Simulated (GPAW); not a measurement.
Consider YNiC2 (Amm2).

```
Y Ni C
1.0
     3.61052    0.00000    0.00000
     0.00000    2.24280    2.99123
     0.00000   -2.24280    2.99123
Y Ni C
1 1 2
Direct
  0.00000 0.00314 0.00314
  0.50000 0.61343 0.61343
  0.50000 0.15059 0.45584
  0.50000 0.45584 0.15059
```

Absorber: atom 2, with 2 C at 1.93 Å and 2 C at 1.98 Å (4-fold, site symmetry mm2). Method: GPAW, LDA, excited-electron core hole (neutral cell), 16-atom cell with 5.8 Å between holes, 3×3×3 k points, dipole transitions, Gaussian full width 1.44 eV up to 4 eV, rising linearly to 3.5 eV at 25 eV.

Q: Where do the maxima of the Ni K edge fall?

Main maxima up to 30 eV above the zero (height): 5.7 eV (0.64), 11.7 eV (1.53), 16.2 eV (1.76) and 24.3 eV (1.43). A K edge sees empty p states. The first eV above the zero hold little dipole weight, as the lowest empty bands are of d character; the main edge, of 4p character, rises through 0.6 near 8 eV above the zero. The total-energy difference is 8312.65 eV. The tabulated edge of the element is 8333 eV. The functional leaves an error in such absolute values: in the free atom LDA prices this hole 17.6 eV below PBE (computed apart), and PBE is itself good to a few eV.

The Ni K spectrum (energy from the lowest empty level; intensity scaled to a mean of 1 over the first 20 eV; polarised curves are means over the symmetry-equivalent atoms):

| E (eV) | isotropic | ε ∥ x | ε ∥ y | ε ∥ z |
| --- | --- | --- | --- | --- |
| -2.0 | 0.00 | 0.00 | 0.00 | 0.00 |
| -1.5 | 0.00 | 0.01 | 0.00 | 0.00 |
| -1.0 | 0.02 | 0.04 | 0.01 | 0.01 |
| -0.5 | 0.09 | 0.18 | 0.06 | 0.03 |
| 0.0 | 0.22 | 0.43 | 0.15 | 0.07 |
| 0.5 | 0.33 | 0.63 | 0.25 | 0.11 |
| 1.0 | 0.37 | 0.66 | 0.31 | 0.13 |
| 1.5 | 0.35 | 0.59 | 0.33 | 0.14 |
| 2.0 | 0.34 | 0.53 | 0.33 | 0.15 |
| 2.5 | 0.35 | 0.54 | 0.34 | 0.16 |
| 3.0 | 0.35 | 0.53 | 0.33 | 0.18 |
| 3.5 | 0.34 | 0.50 | 0.30 | 0.22 |
| 4.0 | 0.37 | 0.55 | 0.26 | 0.30 |
| 4.5 | 0.45 | 0.72 | 0.25 | 0.40 |
| 5.0 | 0.56 | 0.95 | 0.28 | 0.45 |
| 5.5 | 0.63 | 1.16 | 0.30 | 0.43 |
| 6.0 | 0.62 | 1.25 | 0.27 | 0.35 |
| 6.5 | 0.52 | 1.12 | 0.20 | 0.25 |
| 7.0 | 0.43 | 0.91 | 0.13 | 0.23 |
| 7.5 | 0.43 | 0.88 | 0.10 | 0.31 |
| 8.0 | 0.56 | 1.14 | 0.09 | 0.44 |
| 8.5 | 0.75 | 1.61 | 0.11 | 0.54 |
| 9.0 | 0.94 | 2.08 | 0.14 | 0.60 |
| 9.5 | 1.11 | 2.43 | 0.22 | 0.70 |
| 10.0 | 1.27 | 2.54 | 0.35 | 0.90 |
| 10.5 | 1.39 | 2.42 | 0.56 | 1.20 |
| 11.0 | 1.48 | 2.14 | 0.83 | 1.47 |
| 11.5 | 1.52 | 1.84 | 1.12 | 1.61 |
| 12.0 | 1.52 | 1.57 | 1.42 | 1.57 |
| 12.5 | 1.48 | 1.33 | 1.69 | 1.42 |
| 13.0 | 1.43 | 1.11 | 1.92 | 1.25 |
| 13.5 | 1.39 | 0.95 | 2.09 | 1.14 |
| 14.0 | 1.39 | 0.87 | 2.19 | 1.10 |
| 14.5 | 1.44 | 0.87 | 2.30 | 1.16 |
| 15.0 | 1.56 | 0.90 | 2.44 | 1.32 |
| 15.5 | 1.68 | 0.95 | 2.58 | 1.52 |
| 16.0 | 1.76 | 0.95 | 2.62 | 1.70 |
| 16.5 | 1.74 | 0.90 | 2.50 | 1.81 |
| 17.0 | 1.64 | 0.82 | 2.25 | 1.84 |
| 17.5 | 1.50 | 0.73 | 1.95 | 1.82 |
| 18.0 | 1.38 | 0.67 | 1.66 | 1.80 |
| 18.5 | 1.30 | 0.66 | 1.44 | 1.80 |
| 19.0 | 1.27 | 0.71 | 1.28 | 1.81 |
| 19.5 | 1.26 | 0.80 | 1.16 | 1.82 |
| 20.0 | 1.27 | 0.92 | 1.06 | 1.82 |
| 20.5 | 1.28 | 1.04 | 0.99 | 1.81 |
| 21.0 | 1.30 | 1.13 | 0.95 | 1.80 |
| 21.5 | 1.32 | 1.19 | 0.96 | 1.81 |
| 22.0 | 1.34 | 1.21 | 1.01 | 1.81 |
| 22.5 | 1.37 | 1.22 | 1.08 | 1.80 |
| 23.0 | 1.39 | 1.24 | 1.17 | 1.78 |
| 23.5 | 1.41 | 1.28 | 1.24 | 1.73 |
| 24.0 | 1.43 | 1.33 | 1.28 | 1.67 |
| 24.5 | 1.43 | 1.39 | 1.29 | 1.60 |
| 25.0 | 1.41 | 1.43 | 1.28 | 1.53 |
| 25.5 | 1.39 | 1.44 | 1.26 | 1.47 |
| 26.0 | 1.36 | 1.42 | 1.22 | 1.42 |
| 26.5 | 1.32 | 1.38 | 1.17 | 1.40 |
| 27.0 | 1.28 | 1.33 | 1.12 | 1.39 |
| 27.5 | 1.25 | 1.28 | 1.07 | 1.39 |
| 28.0 | 1.21 | 1.25 | 1.02 | 1.38 |
| 28.5 | 1.19 | 1.22 | 1.00 | 1.35 |
| 29.0 | 1.18 | 1.21 | 1.01 | 1.31 |
| 29.5 | 1.17 | 1.21 | 1.06 | 1.25 |
| 30.0 | 1.18 | 1.21 | 1.14 | 1.20 |
| 30.5 | 1.20 | 1.20 | 1.24 | 1.15 |
| 31.0 | 1.22 | 1.19 | 1.35 | 1.12 |
| 31.5 | 1.24 | 1.16 | 1.46 | 1.10 |
| 32.0 | 1.25 | 1.12 | 1.54 | 1.08 |

The hole lies in one spin channel, while the script sums the empty states of both and takes the lower zero; where the two channels are split, this blurs and shifts the curve. Quadrupole 1s→3d transitions, which feed the pre-edge, are not in the dipole spectrum. The starting moments shrank to 0.00 μB or less, so this is hardly a magnetic state. The holes are only 5.8 Å apart, so the shape is probably not converged with cell size; no larger cell was run here. The mesh is coarse (0.37 Å⁻¹ between points), so small maxima may be mesh ripples. Lifetime broadening is put in by hand, and intensities beyond about 20 eV depend on it and on the partial waves. The structure is a computed Materials Project entry and may be a hypothetical form.

[Banner, clock and machine lines of the logs are left out without a mark of their own.]

[Logs are printed without paths, hosts, clocks, repeated set-up lines and the standing remarks that a program may print on its own settings, such as how far it seeks lower states.]

[Hosts, paths, dates, database ids (printed as entryN), source tags and the programs' standing remarks are cut or masked in the printed files.]

[Lists of maxima count a maximum above −3 eV only where it reaches 4 % of the highest in the window and stands out from its surroundings by 2 % of it (1.5 % where it reaches 55 %); shoulders and weaker maxima are passed over, and of the rest the first, up to two pre-edge ones and the few strongest are named.]
